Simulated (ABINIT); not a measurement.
Entries from a set of simulations; values are calculated unless marked as measured.

**ZnSe (Stilleite): G0W0 with ABINIT, start to end**

It takes space group F-43m (No. 216, cubic). Conventional cell: a = 5.668 Å, b = 5.668 Å, c = 5.668 Å, α = 90.00°, β = 90.00°, γ = 90.00°. Nearest to Zn lie 4 Se at 2.45 Å. Nearest to Se lie 4 Zn at 2.45 Å. Farther neighbours, and contacts between anions beyond the nearest, are not listed.

```yaml
method: RPA screening on PBE with spin-orbit coupling, plane waves, norm-conserving pseudopotentials (and 2 further levels or steps)
program: ABINIT 10.8.3
settings: cutoff 48 Ha, PseudoDojo fully relativistic 0.4 stringent, norm-conserving, ngkpt (4, 4, 4), nband 220, ecuteps 5.5 Ha, shiftk (0, 0, 0), symchi 1, awtr 1, frequency ppm, 4×4×4 k-mesh
cost: 5 runs, 16 min in all on 8 MPI ranks of Intel Xeon Platinum 8259CL at 2.50GHz (Skylake/Cascade Lake), shared host
notes: The program’s warnings: Neglecting <n,k|[Vnl,iqr]|m,k>. The cell and positions come from the Crystallography Open Database and are kept as given unless a step says otherwise. Limits: screening head approximate. The 4×4×4 mesh is coarse for this cell, which bears on the long-range parts of exchange and screening.
pbe_gap: 1.16 eV, direct
g0w0_gap_on_the_mesh: 1.85 eV
gw_settings: 4×4×4 mesh, 220 bands, screening to 149.7 eV, Godby-Needs plasmon pole
known_limits: short of the basis limit; screening head approximate; coarse k mesh
```

G0W0 moves the gap on the mesh from 1.16 eV to 1.85 eV (+0.69 eV), with Z of 0.81 and 0.82 at the edges. Local fields lower the RPA ε∞ on this mesh from 18.84 to 17.65; a Γ-centred mesh this coarse tends to raise both, most where the direct gap is narrow, while a short band sum lowers them.

[Long decimals in the printed logs are rounded to 6 places.]

[Logs are printed without paths, hosts, clocks, repeated set-up lines and the standing remarks that a program may print on its own settings, such as how far it seeks lower states.]

[Paths, hosts, dates, memory and timing lines, banners, echoed tables and standing remarks are left out of the program output; an Ansatz launch command may be rebuilt from the run's recorded settings. Measured values are a selection of at most five: reports struck by readers or far from the other reports are left out. None is set beside runs whose start may be inverted or whose files or cutoffs have a known fault.]

[Runs of the session that timed out or met a known fault of the program may be left out.]

[Hosts, paths, dates, database ids (printed as entryN), source tags and the programs' standing remarks are cut or masked in the printed files.]

[G0W0 gaps are taken among the corrected bands and points alone; a level outside them can change the order at an edge.]

[Where Ansatz stands beside ABINIT at settings called matched, ABINIT's density can come from a denser mesh and the files from another edition; pairs whose starting gaps differed by over 0.03 eV were left out, so agreement reads better than it is.]
